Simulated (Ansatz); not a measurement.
## A hypothetical structure for Li2Re

This structure for Li2Re is made up. Its elements were placed in a known structure type with a cell scaled to their sizes. What cell does the guess relax to, and how far off was it?

Main program and level: Ansatz 0.2.0; DFT, PBE, plane-wave PAW, files of the set soft_1, scalar-relativistic, no spin, cell and ions relaxed at zero pressure; PAW set soft_1, in the first sound run; inputs show where later runs differ.

### Step 1. Starting point

It takes space group P6/mmm (No. 191, hexagonal). Conventional cell: a = 4.131 Å, b = 4.131 Å, c = 8.106 Å, α = 90.00°, β = 90.00°, γ = 120.00°. Nearest to Re lie 6 Li at 2.55 Å. Nearest to Li lie 4 Li at 2.39 to 2.51 Å and 3 Re at 2.55 Å. Farther neighbours are not listed.

### Step 2. Relaxing cell and atoms

The guess takes its coordinates from another compound and its volume from a rule, so the cell and any free coordinates are relaxed together.

input.yaml

```yaml
crystal:
  lattice:
    - [4.131, 0.0, 0.0]
    - [-2.0655, 3.577550943, 0.0]
    - [0.0, 0.0, 8.106]
  atoms:
    - { symbol: Re, position: [0.0, 0.0, 0.7358] }
    - { symbol: Re, position: [0.0, 0.0, 0.2642] }
    - { symbol: Li, position: [0.666666667, 0.333333333, 0.8454] }
    - { symbol: Li, position: [0.333333333, 0.666666667, 0.8454] }
    - { symbol: Li, position: [0.333333333, 0.666666667, 0.1546] }
    - { symbol: Li, position: [0.666666667, 0.333333333, 0.1546] }
kpoints:
  mp_grid: { grid: [8, 8, 4] }
scf:
  occupations: { method: fermi_dirac, width: 0.05 }
hamiltonian:
  xc: pbe
  pseudopotentials: { kind: paw, azcp: { folder: soft_1 } }
relax:
  f_tol: 0.015
  max_steps: 70
  cell: {}
output:
  forces: true
  stress: true
```

On the command line:

```bash
$ ansatz run input.yaml --threads 4 --pin off --max-ram 10240MiB --backend cpu --events-out ev --progress --plain --runs-dir out
```

Numbers of over 12 decimals in the logs are rounded to 6 here.

Log:

```text
Engine: ansatz 0.2.0, aarch64-unknown-linux-gnu
Pseudopotentials: kind: paw
Pseudopotential: Re, paw, valence charge 15, recommended cutoff 420 eV (normal), soft_1/Re.paw.azcp
Pseudopotential: Li, paw, valence charge 3, recommended cutoff 420 eV (normal), soft_1/Li.paw.azcp
Functional definition: PBE
  parameter kappa = 0.804
  parameter beta = 0.066725
  exchange = pbe_x(kappa = kappa, mu = beta*pi^2/3)
  correlation = pbe_c(beta = beta)
Crystal: 6 atoms, lattice volume = 119.797 Å³
Basis set: ecut = 420 eV, 2307 PW (Γ), exchange–correlation on 60×60×120 points (8 copies of the dense FFT grid, shifted against one another)
Bands: 27, of which v1, the nominal top of the filled ones, is band 21 counted from 1 (20 counted from 0)
Symmetry: 24 space group operations
Space group: P6/mmm (ITA 191), of the structure as read, at distance tolerance 4.9e-5 Å
k-points: 30 of 256
Non-local potential: Re, projectors of the file, l = 0: 3, l = 1: 2, l = 2: 2, l = 3: 1
Non-local potential: Li, projectors of the file, l = 0: 3, l = 1: 2, l = 2: 1
PAW form: soft (Blöchl's): semilocal exchange-correlation on the pseudo side does not see the compensation charge
PAW one-centre angular grid: Re, 590 points (default); XC on 64 Gauss nodes
PAW one-centre angular grid: Li, 110 points (default); XC on 96 Gauss nodes
Initial density: superposition of atomic densities (chi_scale 0.1, normalization cell, long waves kept (reshape's long-wave potential 0.23 eV rms))
Initial wavefunctions: pseudopotential atomic-orbital guess
Functional: x = pbe(κ = 0.804, μ = 0.219515), c = pbe(β = 0.066725)
SCF iter   1: F=—  HF=-22551.495805 eV  |F-HF|=—  |Δ(HF+E_count)|=         —  Δρ=8.52e-2  dr2=4.42e1  ethr=3.10e-3  ⟨swp⟩=6.4  Hψ=3438  notcnv=0
preconditioner: auto → Kerker (q_TF=auto, 2.291 Å⁻¹)  [metal: Δε(μ)=0.005 eV  Ē_g=2.963 eV  σ=0.050 eV  W_gap=0.02  n_scr=22 (ndim 8)  ℏωp=14.4 eV  f_vac=0.004  D(μ)=9.60/eV (n_scr^D=110)]
SCF iter   2: F=—  HF=-22546.623579 eV  |F-HF|=—  |Δ(HF+E_count)|=    4.87e0  Δρ=3.94e-2  dr2=1.43e1  ethr=3.10e-3  ⟨swp⟩=3.0  Hψ=1596  notcnv=0
SCF iter   3: F=—  HF=-22544.639589 eV  |F-HF|=—  |Δ(HF+E_count)|=    1.98e0  Δρ=1.50e-2  dr2=9.70e-1  ethr=3.10e-3  ⟨swp⟩=3.1  Hψ=1491  notcnv=0
SCF iter   4: F=—  HF=-22544.490962 eV  |F-HF|=—  |Δ(HF+E_count)|=   1.49e-1  Δρ=6.42e-3  dr2=1.94e-1  ethr=2.31e-3  ⟨swp⟩=2.1  Hψ=1076  notcnv=0
SCF iter   5: F=—  HF=-22544.468141 eV  |F-HF|=—  |Δ(HF+E_count)|=   2.28e-2  Δρ=4.37e-3  dr2=3.14e-2  ethr=4.63e-4  ⟨swp⟩=2.0  Hψ=1074  notcnv=0
SCF iter   6: F=—  HF=-22544.469548 eV  |F-HF|=—  |Δ(HF+E_count)|=   1.41e-3  Δρ=1.59e-3  dr2=4.19e-3  ethr=7.48e-5  ⟨swp⟩=1.6  Hψ=920  notcnv=0
SCF iter   7: F=—  HF=-22544.472601 eV  |F-HF|=—  |Δ(HF+E_count)|=   3.05e-3  Δρ=3.62e-4  dr2=1.71e-4  ethr=9.98e-6  ⟨swp⟩=2.0  Hψ=1114  notcnv=0
SCF iter   8: F=—  HF=-22544.473020 eV  |F-HF|=—  |Δ(HF+E_count)|=   4.20e-4  Δρ=6.33e-5  dr2=4.30e-6  ethr=4.08e-7  ⟨swp⟩=2.0  Hψ=1101  notcnv=0
SCF iter   9: F=—  HF=-22544.473030 eV  |F-HF|=—  |Δ(HF+E_count)|=   9.71e-6  Δρ=1.50e-5  dr2=2.37e-7  ethr=1.02e-8  ⟨swp⟩=2.1  Hψ=1114  notcnv=0
SCF iter  10: F=-22544.473030 eV  HF=-22544.473030 eV  |F-HF|=1.01e-8  |Δ(HF+E_count)|=   4.51e-7  Δρ=2.99e-6  dr2=1.67e-8  ethr=2.38e-10  ⟨swp⟩=4.8  Hψ=2593  notcnv=0
SCF 1 converged in 10 iterations: F = -22544.473030 eV  dr2 = 1.67e-8
  greatest PAW one-centre occupation: 1.000 electrons in one spin orbital (limit 2), on the Li atom at site 5 (counted from 0), in its partial waves of l = 0
relax step   1: F+E_penalty+E_count = -22544.47303045 eV  Δ(F+E_penalty+E_count) = +0.000e0 eV  max|allowed force component| = 1.508e0 eV/Å  Δτ_max = 0.0000 Å  P = -0.364 GPa  Ω = 119.797 Å³  (10 SCF iters, dr2 threshold 1.00e-7 eV, accepted)
Crystal: 6 atoms, lattice volume = 116.658 Å³
Basis set: ecut = 420 eV, 2223 PW (Γ), exchange–correlation on 60×60×120 points (8 copies of the dense FFT grid, shifted against one another)
Initial density: handed on by an earlier stage of this run
Initial wavefunctions: those handed on with the density
iter 1 solved again at ethr=4.56e-4 eV; its pass at ethr=3.10e-3 eV (dr2=1.92e-1 eV) is discarded
SCF iter   1: F=—  HF=-22545.526769 eV  |F-HF|=—  |Δ(HF+E_count)|=         —  Δρ=1.49e-2  dr2=1.96e-1  ethr=4.56e-4  ⟨swp⟩=1.0  Hψ=4151  notcnv=0
preconditioner: auto → Kerker (q_TF=auto, 2.301 Å⁻¹)  [metal: Δε(μ)=0.004 eV  Ē_g=2.533 eV  σ=0.050 eV  W_gap=0.02  n_scr=22 (ndim 8)  ℏωp=14.6 eV  f_vac=0.002  D(μ)=8.26/eV (n_scr^D=86)]
SCF iter   2: F=—  HF=-22545.485552 eV  |F-HF|=—  |Δ(HF+E_count)|=   4.12e-2  Δρ=5.34e-3  dr2=2.72e-2  ethr=4.56e-4  ⟨swp⟩=2.0  Hψ=896  notcnv=0
SCF iter   3: F=—  HF=-22545.483469 eV  |F-HF|=—  |Δ(HF+E_count)|=   2.08e-3  Δρ=1.47e-3  dr2=1.89e-3  ethr=6.49e-5  ⟨swp⟩=2.0  Hψ=1084  notcnv=0
SCF iter   4: F=—  HF=-22545.484042 eV  |F-HF|=—  |Δ(HF+E_count)|=   5.73e-4  Δρ=3.13e-4  dr2=1.98e-4  ethr=4.51e-6  ⟨swp⟩=2.1  Hψ=1029  notcnv=0
SCF iter   5: F=—  HF=-22545.484054 eV  |F-HF|=—  |Δ(HF+E_count)|=   1.16e-5  Δρ=1.13e-4  dr2=3.02e-5  ethr=4.70e-7  ⟨swp⟩=1.9  Hψ=1056  notcnv=0
SCF iter   6: F=—  HF=-22545.484056 eV  |F-HF|=—  |Δ(HF+E_count)|=   2.33e-6  Δρ=3.31e-5  dr2=5.10e-6  ethr=7.20e-8  ⟨swp⟩=2.1  Hψ=969  notcnv=0
SCF iter   7: F=-22545.484057 eV  HF=-22545.484057 eV  |F-HF|=1.98e-9  |Δ(HF+E_count)|=   1.36e-6  Δρ=1.08e-5  dr2=1.63e-7  ethr=1.43e-9  ⟨swp⟩=3.0  Hψ=2823  notcnv=0
SCF 2 converged in 7 iterations: F = -22545.484057 eV  dr2 = 1.63e-7
relax step   2: F+E_penalty+E_count = -22545.48405736 eV  Δ(F+E_penalty+E_count) = -1.011e0 eV  max|allowed force component| = 2.659e0 eV/Å  Δτ_max = 0.1948 Å  P = -3.817 GPa  Ω = 116.658 Å³  energy of the carried Pulay correction = +2.508e-4 eV  (7 SCF iters, dr2 threshold 6.00e-7 eV, accepted)
Crystal: 6 atoms, lattice volume = 112.800 Å³
Basis set: ecut = 420 eV, 2185 PW (Γ), exchange–correlation on 60×60×120 points (8 copies of the dense FFT grid, shifted against one another)
iter 1 solved again at ethr=3.94e-4 eV; its pass at ethr=3.10e-3 eV (dr2=1.65e-1 eV) is discarded
SCF iter   1: F=—  HF=-22546.990888 eV  |F-HF|=—  |Δ(HF+E_count)|=         —  Δρ=1.17e-2  dr2=1.68e-1  ethr=3.94e-4  ⟨swp⟩=1.0  Hψ=4124  notcnv=0
preconditioner: auto → Kerker (q_TF=auto, 2.314 Å⁻¹)  [metal: Δε(μ)=0.015 eV  Ē_g=2.726 eV  σ=0.050 eV  W_gap=0.07  n_scr=22 (ndim 8)  ℏωp=14.8 eV  f_vac=0.000  D(μ)=6.56/eV (n_scr^D=66)]
SCF iter   2: F=—  HF=-22546.966964 eV  |F-HF|=—  |Δ(HF+E_count)|=   2.39e-2  Δρ=5.89e-3  dr2=5.86e-2  ethr=3.94e-4  ⟨swp⟩=1.9  Hψ=878  notcnv=0
[...]
relax step  16: F+E_penalty+E_count = -22552.86021199 eV  Δ(F+E_penalty+E_count) = -1.287e-1 eV  max|allowed force component| = 3.916e-2 eV/Å  Δτ_max = 0.0533 Å  P = +0.252 GPa  Ω = 93.535 Å³  energy of the carried Pulay correction = +2.326e-3 eV  (9 SCF iters, accepted)
relax step  17: F+E_penalty+E_count = -22552.86893949 eV  Δ(F+E_penalty+E_count) = -8.728e-3 eV  max|allowed force component| = 6.210e-3 eV/Å  Δτ_max = 0.0028 Å  P = +0.239 GPa  Ω = 94.278 Å³  energy of the carried Pulay correction = +2.252e-3 eV  (6 SCF iters, dr2 threshold 6.00e-7 eV, accepted)
relax step  18: F+E_penalty+E_count = -22552.86911134 eV  Δ(F+E_penalty+E_count) = -1.719e-4 eV  max|allowed force component| = 1.957e-3 eV/Å  Δτ_max = 0.0005 Å  P = -0.048 GPa  Ω = 94.629 Å³  energy of the carried Pulay correction = +2.217e-3 eV  (6 SCF iters, dr2 threshold 2.55e-7 eV, accepted)
relax step  19: F+E_penalty+E_count = -22552.86912512 eV  Δ(F+E_penalty+E_count) = -1.378e-5 eV  max|allowed force component| = 2.477e-4 eV/Å  Δτ_max = 0.0001 Å  P = -0.000 GPa  Ω = 94.577 Å³  energy of the carried Pulay correction = +2.222e-3 eV  (6 SCF iters, dr2 threshold 1.82e-8 eV, accepted)
relax step  20: F+E_penalty+E_count = -22552.88452750 eV  Δ(F+E_penalty+E_count) = -1.540e-2 eV  max|allowed force component| = 2.450e-4 eV/Å  Δτ_max = 0.0000 Å  P = +0.306 GPa  Ω = 94.577 Å³  stress off target by 4.78e-1 GPa  SCF on the basis re-selected at this cell (its energy is not comparable with the rows above)  (6 SCF iters)
relax step  21: F+E_penalty+E_count = -22552.88543343 eV  Δ(F+E_penalty+E_count) = -9.059e-4 eV  max|allowed force component| = 2.641e-4 eV/Å  Δτ_max = 0.0000 Å  P = +0.042 GPa  Ω = 95.111 Å³  energy of the carried Pulay correction = -7.845e-5 eV  (6 SCF iters, dr2 threshold 5.71e-7 eV, accepted)
relax step  22: F+E_penalty+E_count = -22552.88544245 eV  Δ(F+E_penalty+E_count) = -9.018e-6 eV  max|allowed force component| = 4.120e-5 eV/Å  Δτ_max = 0.0000 Å  P = +0.001 GPa  Ω = 95.199 Å³  energy of the carried Pulay correction = -9.126e-5 eV  (6 SCF iters, dr2 threshold 1.19e-8 eV, accepted)
Basis set: ecut = 420 eV, 1841 PW (Γ), exchange–correlation on 72×72×72 points (8 copies of the dense FFT grid, shifted against one another)
iter 1 solved again at ethr=2.12e-7 eV; its pass at ethr=3.10e-3 eV (dr2=8.89e-5 eV) is discarded
SCF iter   1: F=—  HF=-22552.885511 eV  |F-HF|=—  |Δ(HF+E_count)|=         —  Δρ=1.25e-5  dr2=1.50e-8  ethr=2.12e-7  ⟨swp⟩=3.0  Hψ=4952  notcnv=0
eigensolver tolerance schedule: the retry pair's looser diagonalisation over-reported the residual by 5922.66 of it (diagonalisation noise at 0.68 of the residual, at the tolerance the schedule requests for it); recorded, not acted on — ethr = c·dr2/N_el stays at c = 1.0e-1
preconditioner: auto → Kerker (q_TF=auto, 2.380 Å⁻¹)  [metal: Δε(μ)=0.008 eV  Ē_g=4.161 eV  σ=0.050 eV  W_gap=0.04  n_scr=20 (ndim 8)  ℏωp=16.1 eV  f_vac=0.000  D(μ)=5.50/eV (n_scr^D=58)]
SCF iter   2: F=—  HF=-22552.885522 eV  |F-HF|=—  |Δ(HF+E_count)|=   1.12e-5  Δρ=6.45e-6  dr2=3.92e-9  ethr=3.57e-11  ⟨swp⟩=2.1  Hψ=1481  notcnv=0
SCF iter   3: F=—  HF=-22552.885523 eV  |F-HF|=—  |Δ(HF+E_count)|=   1.31e-7  Δρ=6.71e-7  dr2=1.25e-10  ethr=9.33e-12  ⟨swp⟩=2.0  Hψ=1432  notcnv=0
iter 4 did not close the SCF: its close was put off for the readings that it lacked (scf_convergence_deferred on its scf_iter line)
SCF iter   4: F=-22552.885523 eV  HF=-22552.885523 eV  |F-HF|=2.18e-11  |Δ(HF+E_count)|=   1.03e-9  Δρ=2.11e-7  dr2=4.10e-11  ethr=1.00e-12  ⟨swp⟩=1.0  Hψ=810  notcnv=0
iter 5 did not close the SCF: its close was put off for the readings that it lacked (scf_convergence_deferred on its scf_iter line)
SCF iter   5: F=-22552.885523 eV  HF=-22552.885523 eV  |F-HF|=1.46e-11  |Δ(HF+E_count)|=    0.00e0  Δρ=2.38e-8  dr2=1.25e-12  ethr=1.00e-12  ⟨swp⟩=1.0  Hψ=810  notcnv=0
iter 6 did not close the SCF: its close was put off for the readings that it lacked (scf_convergence_deferred on its scf_iter line)
SCF iter   6: F=-22552.885523 eV  HF=-22552.885523 eV  |F-HF|=3.64e-12  |Δ(HF+E_count)|=  3.64e-12  Δρ=5.03e-9  dr2=3.21e-14  ethr=1.00e-12  ⟨swp⟩=1.0  Hψ=810  notcnv=0
iter 7 did not close the SCF: its close was put off for the readings that it lacked (scf_convergence_deferred on its scf_iter line)
SCF iter   7: F=-22552.885523 eV  HF=-22552.885523 eV  |F-HF|=3.64e-12  |Δ(HF+E_count)|=    0.00e0  Δρ=8.80e-10  dr2=1.34e-15  ethr=1.00e-12  ⟨swp⟩=1.0  Hψ=810  notcnv=0
SCF iter   8: F=-22552.885523 eV  HF=-22552.885523 eV  |F-HF|=1.46e-11  |Δ(HF+E_count)|=  3.64e-12  Δρ=5.32e-10  dr2=3.61e-16  ethr=1.00e-12  ⟨swp⟩=1.0  Hψ=1740  notcnv=0
SCF 23 converged in 8 iterations: F = -22552.885523 eV  dr2 = 3.61e-16
relax step  23: F+E_penalty+E_count = -22552.88552261 eV  Δ(F+E_penalty+E_count) = -8.016e-5 eV  max|allowed force component| = 4.097e-5 eV/Å  Δτ_max = 0.0000 Å  P = +0.001 GPa  Ω = 95.199 Å³  stress off target by 2.42e-3 GPa  SCF on the basis re-selected at this cell (its energy is not comparable with the rows above)  (8 SCF iters)
basis re-selected at this cell: Δ(F+E_penalty+E_count) = -8.016e-5 eV, ΔP = +0.000 GPa vs the last step (what re-selecting the basis moved, of the pressure what is left beyond the Pulay correction that the steps carried, after the strain that the cell walked since its last selection, with what the two solves' SCF thresholds leave and, on support functions, any second-order correction that the steps lacked; it is no measure of the basis error at this ecutwfc). The dense FFT grid was sized anew with the basis: this SCF ran on 36×36×36 points, the steps before it on 32×32×36, so part of this shift can come from that change (see relax.cell in the input reference). [rest of the remark cut]
SCF converged after 8 iterations
Free energy (F): -22552.885523 eV
Harris-Foulkes:  -22552.885523 eV  (|F-HF|=1.46e-11)
Internal energy: -22552.839597 eV  (E = F + TS)
E sigma→0 (E₀):  -22552.862560 eV
Entropy (-TS):   -0.045925 eV (-7.654 meV/atom)
Fermi energy:    7.966828 eV
--- Per-component energies (eV) ---
  E_band       = -874.378202
  E_kinetic    = 1105.565048
  E_local      = -3855.497975  (includes V_loc(G=0)·N_el)
  E_nonlocal   = 89.975184
  E_hartree    = 1389.290753
  E_xc         = -742.378148
  E_vxc        = -617.836981  (∫ρ·V_xc dr)
  E_paw        = -17507.499857  (= ΣΔE_a)
  E_vpaw       = -375.166098  (= ΣTr[D̂ρ^β])
  E_aug_tail   = 0.001115  (compensation charges beyond the density's cutoff)
  E_ewald      = -3032.295718
  E_smearing   = -0.045925  (= −TS)
  E_closure    = 0.000000  (closes the sum)
  Σ components = -22552.885523   (vs F -22552.885523, Δ=0.00e0)
--- Forces (eV/Å), atoms counted from 1 ---
  atom   1  Re     0.00000000     0.00000000     0.00000406
  atom   2  Re     0.00000000     0.00000000    -0.00000406
  atom   3  Li     0.00000000     0.00000000     0.00004097
  atom   4  Li    -0.00000000    -0.00000000     0.00004097
  atom   5  Li    -0.00000000    -0.00000000    -0.00004097
  atom   6  Li     0.00000000     0.00000000    -0.00004097
  max |Σ_I F_I| component: 2.89e-18 eV/Å
--- Stress (GPa, compression-positive) ---
        0.002423      -0.000000       0.000000
       -0.000000       0.002423       0.000000
        0.000000       0.000000      -0.002392
  P = ⅓ Tr σ = 0.0008 GPa (0.008 kbar)
--- Relaxed structure (21 steps of the walk, 20 accepted, 2 SCFs on fresh bases) ---
  F+E_penalty+E_count = -22552.88552261 eV   max|allowed force component| = 4.097e-5 eV/Å   (the final SCF, on the basis selected at the relaxed cell)
  cell:  # Å, volume = 95.1989 Å³
    - [4.791426, 0, 0.0]
    - [-2.395713, 4.149496, 0.0]
    - [0.0, 0.0, 4.788193]
  atoms:
    - { symbol: Re, position: [0, 0, 0.750000] }
    - { symbol: Re, position: [0, 0, 0.250000] }
    - { symbol: Li, position: [0.666667, 0.333333, 0.749999] }
    - { symbol: Li, position: [0.333333, 0.666667, 0.749999] }
    - { symbol: Li, position: [0.333333, 0.666667, 0.250001] }
    - { symbol: Li, position: [0.666667, 0.333333, 0.250001] }
```

Run time: 33 s. Hardware: 4 threads of Arm Neoverse V1, shared host; peak memory 0.49 GiB.

Relaxation path (22 of 23):

```tsv
step	energy less that of the first step (eV)	largest force component (eV/Å)	pressure (GPa)	volume (Å³)
1	0.0000	1.5081	-0.36	119.80
2	-1.0110	2.6588	-3.82	116.66
3	-2.4873	3.7374	-6.24	112.80
4	-4.1916	3.1636	-4.98	108.65
5	-4.3674	5.4797	7.51	105.24
6	-4.6873	2.0587	1.96	103.36
7	-5.0025	1.0420	0.99	110.51
8	-5.3782	1.2187	1.39	117.61
9	-5.8654	1.2302	0.02	119.59
10	-6.3676	1.8163	-0.65	118.62
11	-6.8398	2.9073	-0.93	115.76
13	-7.9822	2.6700	-0.46	99.86
14	-8.2585	1.0731	4.33	91.90
15	-7.9659	0.5035	-7.04	104.64
16	-8.3872	0.0392	0.25	93.54
17	-8.3959	0.0062	0.24	94.28
18	-8.3961	0.0020	-0.05	94.63
19	-8.3961	0.0002	0.00	94.58
20*	-8.4115	0.0002	0.31	94.58
21	-8.4124	0.0003	0.04	95.11
22	-8.4124	0.0000	0.00	95.20
23*	-8.4125	0.0000	0.00	95.20
```

Relaxation steps marked * repeat the geometry before them on a plane-wave basis chosen anew for their cell, so energy and pressure can jump there. Other such steps can lie between the rows shown. Relaxation step 15 was tried and not accepted.

The run keeps the 24 symmetry operations that it works with, so distortions that break them were not tested.

```tsv
cell as run	before	after	change
a (Å)	4.131	4.791	+16.0 %
b (Å)	4.131	4.791	+16.0 %
c (Å)	8.106	4.788	-40.9 %
volume (Å³/atom)	19.97	15.87	-20.5 %
```

The atoms that moved most (Å, as changes of fractional coordinates times the final cell):

```tsv
atom	dx	dy	dz	length
Li6	0.000	0.000	0.457	0.457
Li5	0.000	0.000	0.457	0.457
Li4	0.000	0.000	-0.457	0.457
Li3	0.000	0.000	-0.457	0.457
Re2	0.000	0.000	-0.068	0.068
Re1	0.000	0.000	0.068	0.068
```

Final coordinates:

```xyz
6
Lattice="4.7914 0.0000 0.0000 -2.3957 4.1495 0.0000 0.0000 0.0000 4.7882" Properties=species:S:1:pos:R:3 pbc="T T T"
Re    0.0000    0.0000    3.5911
Re    0.0000    0.0000    1.1970
Li    2.3957    1.3832    3.5911
Li    0.0000    2.7663    3.5911
Li    0.0000    2.7663    1.1971
Li    2.3957    1.3832    1.1971
```

Numbers from this step:

* free energy: -22552.8855 eV
* energy at zero smearing: -22552.8626 eV
* smearing term TS: 0.04593 eV
* Fermi energy: 7.967 eV
* electrons: 42
* symmetry operations: 24
* pressure: 8.18e-4 GPa

The shortest distance of each pair, which need not be the same contact before and after:

```tsv
pair	guess (Å)	relaxed (Å)
Li–Li	2.385	2.394
Re–Re	3.823	2.394
Li–Re	2.545	2.766
```

The relaxation ends with a largest force component of 4.1e-5 eV/Å and a pressure of 0.00 GPa.

[end of part 1 of 2]

[Logs are printed without paths, hosts, clocks, repeated set-up lines and the standing remarks that a program may print on its own settings, such as how far it seeks lower states.]

[Hosts, paths, dates, database ids (printed as entryN), source tags and the programs' standing remarks are cut or masked in the printed files.]
